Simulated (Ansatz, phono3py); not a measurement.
# Heat carried by phonons in SrCl2 (Fm-3m), part 2 of 2

Aim: the lattice thermal conductivity of SrCl2 against temperature, and which phonons carry it.

Measurements to reproduce:
- thermal conductivity 2.3 W/m/K near room temperature (given in “Predicting the lattice thermal conductivity of solids by solving the Boltzmann transport equation: AFLOW - AAPL an automated, accurate and efficient framework”, 2017, arXiv:1611.05481)

Ansatz 0.2.0; DFT RPBE, scalar-relativistic, plane waves, PAW.

So far, highest frequency (cm⁻¹): step 7 (a first look at the harmonic spectrum) 206. The relaxed cell has a = 7.181 Å (conventional setting).

## Step 8: Third-order constants on small settings

A small supercell and a short cutoff cost little, and show how far such settings carry.

The input, input.yaml:

```yaml
crystal:
  lattice:
    - [0.0, 3.5907492735, 3.5907492735]
    - [3.5907492735, 0.0, 3.5907492735]
    - [3.5907492735, 3.5907492735, 0.0]
  atoms:
    - { symbol: Sr, position: [0.0, 0.0, 0.0] }
    - { symbol: Cl, position: [0.25, 0.25, 0.25] }
    - { symbol: Cl, position: [0.75, 0.75, 0.75] }
kpoints:
  mp_grid: { grid: [4, 4, 4] }
hamiltonian:
  xc: rpbe
scf:
  occupations: { method: fixed }
output:
  eigenvalues: true
phonons:
  method: fd
  dielectric: true
  qmesh: [4, 4, 4]
  temperatures: { t_max: 1000, t_step: 50 }
  qpath:
    path:
      - [[0.0, 0.0, 0.0], [0.5, 0.0, 0.5], [0.625, 0.25, 0.625]]
      - [[0.375, 0.375, 0.75], [0.0, 0.0, 0.0], [0.5, 0.5, 0.5], [0.5, 0.25, 0.75], [0.5, 0.0, 0.5]]
    npoints: 10
  third_order: { supercell: [2, 2, 2], pair_cutoff: 3.26 }
  lattice_thermal_conductivity:
    qmesh: [9, 9, 9]
    temperatures: [50.0, 100.0, 150.0, 200.0, 300.0, 400.0, 500.0, 600.0, 800.0]
    isotope_mass_variance:
      - { species: Cl, variance: 0.0005827 }
      - { species: Sr, variance: 6.1e-05 }
```

The run is started by

```sh
$ ansatz run input.yaml --threads 4 --pin off --max-ram 16384MiB --backend cpu --events-out ev --progress --plain --runs-dir out
```

Wall time 3.7 min (4 threads of Arm Neoverse V1, shared host); peak memory 2.2 GiB.

Numbers from this step:

* zero-point energy: 0.06378 eV/cell
* highest frequency: 206.5 cm⁻¹
* κ at 300 K (relaxation time): 1.311 W/m/K
* κ at 300 K (full solution): 1.314 W/m/K
* dipole term: run
* mean free path at half of κ: 3.79 nm
* share of κ above the three lowest branches: 0.252
* third-order blocks: 51
* periodic aliases dropped: 0
* largest relative sum-rule correction: 0.1174
* displaced cells, third order: 21

W/m/K. Kappa, by row:

```csv
T (K),RTA xx,RTA yy,RTA zz,full xx,full yy,full zz,coherence part xx,coherence part yy,coherence part zz,ending,iterations,least Ritz value
50,7.457,7.457,7.457,7.498,7.498,7.498,0.1198,0.1198,0.1198,converged,6,0.767
100,3.485,3.485,3.485,3.496,3.496,3.496,0.1943,0.1943,0.1943,converged,6,0.779
150,2.384,2.384,2.384,2.39,2.39,2.39,0.218,0.218,0.218,converged,6,0.781
200,1.847,1.847,1.847,1.851,1.851,1.851,0.2271,0.2271,0.2271,converged,6,0.781
300,1.311,1.311,1.311,1.314,1.314,1.314,0.2327,0.2327,0.2327,converged,6,0.781
400,1.041,1.041,1.041,1.043,1.043,1.043,0.2324,0.2324,0.2324,converged,6,0.781
500,0.8771,0.8771,0.8771,0.8783,0.8783,0.8783,0.2299,0.2299,0.2299,converged,6,0.781
600,0.7658,0.7658,0.7658,0.7667,0.7667,0.7667,0.2263,0.2263,0.2263,converged,6,0.781
800,0.6228,0.6228,0.6228,0.6235,0.6235,0.6235,0.2181,0.2181,0.2181,converged,6,0.781
```

This rung gives 1.31 W/(m K) at 300 K by relaxation time, but with 24 atoms, 1 neighbour distance inside the cutoff and a 9×9×9 mesh it is a test, not the conductivity of the crystal.

## Step 9: Anharmonic force constants and conductivity, pair cutoff 3.741 Å, distances inside cutoff 2

The supercell must be wider than twice the pair cutoff, and the number of displaced cells grows with the pairs inside it, which is where the cost lies.

input.yaml, as its differences from that of step 8:

```diff
@@ -27,5 +27,5 @@
     npoints: 10
-  third_order: { supercell: [2, 2, 2], pair_cutoff: 3.26 }
+  third_order: { supercell: [2, 2, 2], pair_cutoff: 3.741 }
   lattice_thermal_conductivity:
-    qmesh: [9, 9, 9]
+    qmesh: [15, 15, 15]
     temperatures: [50.0, 100.0, 150.0, 200.0, 300.0, 400.0, 500.0, 600.0, 800.0]
```

It took 5.4 min on 4 threads; peak memory 2.2 GiB; 21 min of CPU time.

Numbers from this step:

- κ at 300 K (relaxation time): 1.208 W/m/K
- κ at 300 K (full solution): 1.223 W/m/K
- mean free path at half of κ: 2.52 nm
- share of κ above the three lowest branches: 0.273
- third-order blocks: 159
- largest relative sum-rule correction: 0.07402
- displaced cells, third order: 33

LO-TO term included. The phonon branches at the labelled points (cm⁻¹):

```csv
point,branch 1,branch 2,branch 3,branch 4,branch 5,branch 6,branch 7,branch 8,branch 9
Γ,0,0,0,107,107,159,159,159,206
halfway,35,35,96,97,97,121,162,162,201
X,39,67,67,73,73,137,166,166,192
halfway,43,66,73,79,79,132,164,165,191
U,50,65,87,92,93,120,158,164,187
jump to K,50,65,87,92,93,120,158,164,187
halfway,40,55,83,97,124,140,141,164,188
Γ,0,0,0,107,107,159,159,159,206
halfway,44,44,68,112,112,152,152,153,190
L,59,59,104,130,130,134,134,156,160
halfway,62,80,84,92,113,135,136,166,178
W,56,62,68,103,103,132,132,174,185
halfway,46,67,70,78,95,127,157,169,190
X,39,67,67,73,73,137,166,166,192
```

W/m/K. Kappa, by row:

```csv
T (K),RTA xx,RTA yy,RTA zz,full xx,full yy,full zz,coherence part xx,coherence part yy,coherence part zz,ending,iterations,least Ritz value
50,6.773,6.773,6.773,6.89,6.89,6.89,0.08707,0.08707,0.08707,converged,7,0.766
100,3.166,3.166,3.166,3.216,3.216,3.216,0.1668,0.1668,0.1668,converged,6,0.778
150,2.174,2.174,2.174,2.206,2.206,2.206,0.1972,0.1972,0.1972,converged,6,0.779
200,1.69,1.69,1.69,1.714,1.714,1.714,0.2114,0.2114,0.2114,converged,6,0.779
300,1.208,1.208,1.208,1.223,1.223,1.223,0.2227,0.2227,0.2227,converged,6,0.779
400,0.9642,0.9642,0.9642,0.9759,0.9759,0.9759,0.2254,0.2254,0.2254,converged,6,0.779
500,0.8159,0.8159,0.8159,0.8252,0.8252,0.8252,0.2247,0.2247,0.2247,converged,6,0.779
600,0.7152,0.7152,0.7152,0.7229,0.7229,0.7229,0.2225,0.2225,0.2225,converged,6,0.779
800,0.5855,0.5855,0.5855,0.5913,0.5913,0.5913,0.2159,0.2159,0.2159,converged,6,0.779
```

Lattice thermal conductivity against temperature:

```csv
temperature (K),RTA xx (W/m/K),full xx (W/m/K)
50,6.77,6.89
100,3.17,3.22
150,2.17,2.21
200,1.69,1.71
300,1.21,1.22
400,0.964,0.976
500,0.816,0.825
600,0.715,0.723
800,0.586,0.591
```

The modes has structure finer than the step of the table below, so its rows give means over 5 cm⁻¹, whole bins alone (the curve runs from -10 to 222 cm⁻¹). Peaks (cm⁻¹: height): Cl 58.6: 0.0378, 92.2: 0.0453, 163.7: 0.104, 184.2: 0.0524; Sr 61.5: 0.0794, 92.2: 0.0531, 121.4: 0.0289.

Phonopy on the run's constants, 13x13x13 mesh, Gaussian sigma 2.0 cm⁻¹. Modes against wavenumber; means over each step; values in 1/cm⁻¹/cell:

```csv
wavenumber (cm⁻¹),Cl,Sr
-5,1.3e-5,1.8e-5
0,9.2e-5,1.1e-4
5,7.1e-5,9.3e-5
10,5.3e-4,6.8e-4
15,9.9e-4,0.00130
20,0.00190,0.00257
25,0.00269,0.00375
30,0.00353,0.00507
35,0.00515,0.00743
40,0.00773,0.0103
45,0.0131,0.0138
50,0.0191,0.0206
55,0.0298,0.0362
60,0.0350,0.0700
65,0.0264,0.0636
70,0.0213,0.0243
75,0.0220,0.0146
80,0.0206,0.0128
85,0.0232,0.0231
90,0.0398,0.0452
95,0.0414,0.0434
100,0.0374,0.0330
105,0.0423,0.0322
110,0.0370,0.0268
115,0.0317,0.0153
120,0.0433,0.0248
125,0.0385,0.0182
130,0.0408,0.0108
135,0.0403,0.00492
140,0.0410,0.00135
145,0.0405,5.9e-4
150,0.0417,5.0e-4
155,0.0561,9.5e-4
160,0.0877,0.00143
165,0.0931,0.00148
170,0.0462,0.00127
175,0.0206,0.00159
180,0.0357,0.00372
185,0.0495,0.00538
190,0.0356,0.00566
195,0.0171,0.00548
200,0.00699,0.00394
205,0.00250,0.00174
210,1.5e-4,1.1e-4
215,0,0
```

Distinct triplets, nearest first. Third order norms, by row:

```csv
sites,side 1 (Å),side 2 (Å),side 3 (Å),norm of the 27 components (eV/Å³)
Sr-Sr-Sr,0,0,0,0
Cl-Cl-Cl,0,0,0,9.186
Sr-Cl-Cl,0,3.11,3.11,4.402
Sr-Cl-Sr,0,3.11,3.11,4.538
Sr-Cl-Cl,3.11,3.11,3.59,0.093
Cl-Cl-Cl,0,3.59,3.59,1.576
```

Born charge (rows field, columns displacement) (e), principal values of the symmetric part by kind of site:

```csv
atom,atoms with these values,low,middle,high,mean
Sr1,1,2.51,2.51,2.51,2.51
Cl2,2,-1.26,-1.26,-1.26,-1.26
```

In full for Cl2:

```
-1.26  0.00  0.00
 0.00 -1.26  0.00
 0.00  0.00 -1.26
```

RTA, 300 K. Kappa by branch, by row:

```csv
branch (by rank),mean frequency (THz),mean rms speed (km/s),median lifetime (ps),share of kappa
1,1.56,1.34,0.914,0.166
2,1.79,1.45,1.06,0.242
3,2.47,1.99,0.56,0.319
4,2.94,1.41,0.419,0.051
5,3.26,1.77,0.386,0.075
6,3.85,1.75,0.451,0.08
7,4.48,1.53,0.308,0.047
8,4.92,0.64,0.319,0.007
9,5.57,0.96,0.249,0.012
```

Table of spectral kappa at 300 K by frequency; read off at these points; values in W/m/K/THz:

```csv
frequency (THz),relaxation time (W/m/K/THz),full solution (W/m/K/THz)
0.10,0,0
0.30,0.307,0.308
0.50,0.222,0.223
0.70,0.252,0.253
0.90,0.303,0.305
1.10,0.303,0.306
1.30,0.380,0.385
1.50,0.245,0.247
1.70,0.390,0.392
1.90,0.185,0.187
2.10,0.333,0.334
2.30,0.309,0.315
2.50,0.208,0.213
2.70,0.234,0.241
2.90,0.182,0.185
3.30,0.117,0.124
3.50,0.0946,0.101
3.70,0.139,0.145
3.90,0.175,0.187
4.10,0.111,0.119
4.30,0.0975,0.101
4.50,0.0566,0.0574
4.70,0.0350,0.0347
4.90,0.0232,0.0224
5.10,0.0128,0.0123
5.30,0.0131,0.0118
5.50,0.0182,0.0150
5.70,0.0132,0.0102
5.90,0.00836,0.00622
6.10,0.00155,0.00142
```

Relaxation-time solution. Table of share of κ carried by shorter paths by mean free path:

```csv
mean free path (nm),50 K,300 K,800 K
0.316,0,0.018,0.16
0.464,0,0.046,0.291
0.681,0,0.104,0.43
1,0.001,0.199,0.519
1.47,0.002,0.336,0.567
2.15,0.005,0.47,0.628
3.16,0.016,0.524,0.698
4.64,0.037,0.588,0.754
6.81,0.079,0.655,0.821
10,0.13,0.72,0.88
14.7,0.204,0.793,0.886
21.5,0.328,0.852,0.917
31.6,0.395,0.878,1
46.4,0.466,0.916,1
68.1,0.534,0.934,1
100,0.617,1,1
147,0.706,1,1
215,0.783,1,1
316,0.817,1,1
464,0.852,1,1
681,0.872,1,1
1000,1,1,1
```

300 K; a sample spread over frequency. Mode lifetimes, by row, the first 40 of 90 rows:

```csv
q1,q2,q3,branch,frequency (THz),rms speed (km/s),three-phonon rate (1/ps),isotope rate (1/ps),lifetime (ps),mean free path (nm)
0,0.0667,0.0667,1,0.259,1.42,0.109,1.63e-7,9.16,13
0,0.0667,-0.0667,2,0.722,2.62,0.0609,2.35e-5,16.4,43
0.0667,0.1333,0.2,2,0.909,3.01,0.245,5.64e-5,4.08,12.3
0,0.1333,-0.2,1,1.116,2.09,0.812,1.38e-4,1.23,2.57
0,0.4667,0.4667,1,1.297,2.42,2.84,5.18e-4,0.352,0.853
0.0667,0.2,-0.2,1,1.354,1.92,1.09,4.38e-4,0.919,1.77
0,0.1333,-0.2667,1,1.459,2.12,0.827,6.15e-4,1.21,2.56
0,0.1333,-0.2,2,1.546,1.37,0.444,6.26e-4,2.25,3.09
0,0,0.3333,2,1.586,1.16,0.49,7.16e-4,2.04,2.37
0,0.0667,0.4,1,1.655,0.88,0.61,9.80e-4,1.64,1.44
0,0.4,0.4,2,1.683,1.44,1.62,0.00181,0.616,0.885
0,0,0.4,2,1.714,0.63,0.696,0.00137,1.43,0.902
0,0.3333,0.4667,1,1.77,1.25,1.43,0.00227,0.696,0.867
0,0.0667,-0.4667,1,1.79,0.1,0.831,0.002,1.2,0.124
0.0667,0.2,-0.2667,2,1.809,0.96,0.922,0.00244,1.08,1.03
0,0.2,-0.4,1,1.845,0.23,1.05,0.00206,0.954,0.219
0,0.4,0.4667,3,1.881,1.57,1.5,0.00143,0.668,1.05
0.1333,0.4,-0.4667,2,1.916,0.78,1.22,0.00149,0.821,0.643
0.0667,0.4,-0.3333,2,1.953,0.35,1.25,0.0021,0.796,0.28
0.1333,0.4,-0.3333,2,1.984,0.38,1.35,0.00204,0.738,0.279
0,0.1333,0.2,3,2.025,3.79,0.322,0.00175,3.09,11.7
0,0.3333,0.4667,3,2.069,3.33,2.25,0.0033,0.444,1.48
0.0667,0.3333,-0.4667,3,2.183,2.15,1.96,0.00266,0.51,1.1
0.1333,0.3333,-0.4,3,2.262,3.07,2.14,0.00365,0.467,1.44
0.0667,0.1333,0.3333,3,2.388,2.41,0.911,0.00143,1.1,2.64
0.0667,0.4667,-0.4667,5,2.442,2.11,1.94,0.00358,0.514,1.08
0,0.2,-0.4667,3,2.565,2.97,1.9,0.00447,0.526,1.56
0,0.2,-0.2,3,2.609,2.09,0.758,0.00274,1.31,2.75
0.0667,0.2,-0.2,3,2.648,1.83,0.987,0.00337,1.01,1.85
0,0.2,-0.3333,3,2.694,0.87,1.97,0.00433,0.506,0.439
0,0.1333,0.4,3,2.74,1.08,1.51,0.00604,0.659,0.714
0,0.2,0.3333,3,2.775,1.34,1.45,0.00717,0.685,0.916
0,0.2667,0.3333,4,2.803,0.75,2.47,0.00705,0.403,0.304
0,0.2667,-0.3333,3,2.843,1.48,2.08,0.0025,0.48,0.708
0.1333,0.3333,-0.2667,4,2.885,1.43,1.99,0.0031,0.501,0.717
0,0.0667,-0.4,3,2.928,1.49,2.04,0.00544,0.488,0.728
0.2,0.4667,-0.2667,4,2.977,2.15,2.34,0.00196,0.427,0.92
0.1333,0.4,-0.4667,5,3.002,2.5,3.04,0.0103,0.328,0.821
0.0667,0.1333,0.2667,4,3.05,0.91,2.25,0.00778,0.444,0.402
0,0.1333,0.3333,4,3.101,1.13,2.64,0.00872,0.377,0.427
```

Without the LO-TO term. Gamma linewidths, by row:

```csv
branch,frequency (cm⁻¹),three-phonon rate (1/ps),isotope rate (1/ps),FWHM (cm⁻¹)
4,107.1,0.85,0.0104,4.57
5,107.1,0.85,0.0104,4.57
6,107.1,0.85,0.0104,4.57
7,159.1,2.32,0.0648,12.7
8,159.1,2.32,0.0648,12.7
9,159.1,2.32,0.0648,12.7
```

W/m/K, third of the trace; RTA populations with a boundary rate v/L added to each mode (Matthiessen's rule). Kappa by grain size, by row:

```csv
T (K),bulk,10 nm,30 nm,100 nm,300 nm,1000 nm,10000 nm,100000 nm
100,2.999,1.342,1.878,2.366,2.68,2.875,2.985,2.998
300,0.9851,0.6591,0.7965,0.8984,0.9493,0.9732,0.9838,0.9849
600,0.4927,0.3772,0.432,0.468,0.4833,0.4897,0.4924,0.4927
```

W/m/K, third of the trace; RTA populations with the isotope rates scaled. Kappa by mass disorder, by row:

```csv
T (K),no isotopes,as typed,variance x 3,variance x 10,variance x 30
100,3.023,2.999,2.954,2.816,2.529
300,0.9879,0.9851,0.9795,0.9613,0.9163
600,0.4934,0.4927,0.4913,0.4865,0.4739
```

At 300 K the relaxation-time value is 1.21 W/(m K).

## Step 10: The ladder

Ladder, by row:

```csv
cells or q mesh,k mesh,pair cutoff,atoms in the supercell,q-mesh of the transport sums,κ at 300 K (relaxation time) (W/m/K),κ at 300 K (full solution) (W/m/K),core-minutes
4x4x4,4x4x4,3.26,24,9×9×9,1.311,1.314,14.4
4x4x4,4x4x4,3.741,24,15×15×15,1.208,1.223,21
```

## Step 11: What came out

```
highest frequency                          : 206.5 cm⁻¹
Debye temperature from the second moment   : 228 K
κ at 300 K (relaxation time)               : 1.208 W/m/K
κ at 300 K (full solution)                 : 1.223 W/m/K
mean free path at half of κ                : 2.52 nm
share of κ above the three lowest branches : 0.273
```

The lattice of SrCl2 conducts 1.22 W/(m K) at 300 K by RPBE (mean over directions, full solution). The full solution lies +1 % from the relaxation-time value at 300 K, so the relaxation-time approximation serves here. Above 300 K the relaxation-time κ falls as T^-0.74; the coherence part, which does not fall like the populations, is one cause of the flatter curve. Grains of 100 nm would keep 91 % of the bulk value at 300 K, and grains of 1 µm 99 %. Removing the natural isotope disorder raises κ at 300 K by 0 %. The first rung (24 atoms, cutoff 3.26 Å) gave 1.31 W/(m K) by relaxation time for 0.69 times the cost of the last; short cutoffs miss scattering channels and can err either way, and the meshes changed too. A measured thermal conductivity near room temperature is 2.3 W/m/K (arXiv:1611.05481); the calculated 1.22 W/m/K differs by -47 %. The relaxed cell is 9 % larger in volume than the database cell, which softens most phonons and usually lowers κ; no run here tested that. Missing scattering can't explain a value that is too low; the supercell, the cutoff, the meshes, the functional and the use of 0 K frequencies can. The sum rules changed one orbit of cubic constants by up to 7 %. Below 100 K the values hang on the q-mesh and, in a real crystal, on its size. The conductivities include the coherence part between close branches; the shares for grains, isotopes, branches and paths are of the relaxation-time populations alone. Cubic couplings among atoms farther apart than the pair cutoff are dropped, and neither the cutoff nor the q-mesh was shown to be converged here. The interpolation has no quadrupole term, so branches near the zone centre are less sure, since this crystal has sites that are not centres of inversion. The PAW files were made for PBE and are used here under another functional, for which the program regenerates the frozen cores. The cell of these runs is 9 % larger in volume than the database cell; frequencies and all that rests on them shift with it.

[Logs are printed without paths, hosts, clocks, repeated set-up lines and the standing remarks that a program may print on its own settings, such as how far it seeks lower states.]

[Hosts, paths, dates, database ids (printed as entryN), source tags and the programs' standing remarks are cut or masked in the printed files.]

[A step with changed settings may run another functional than the one named; its input shows which.]
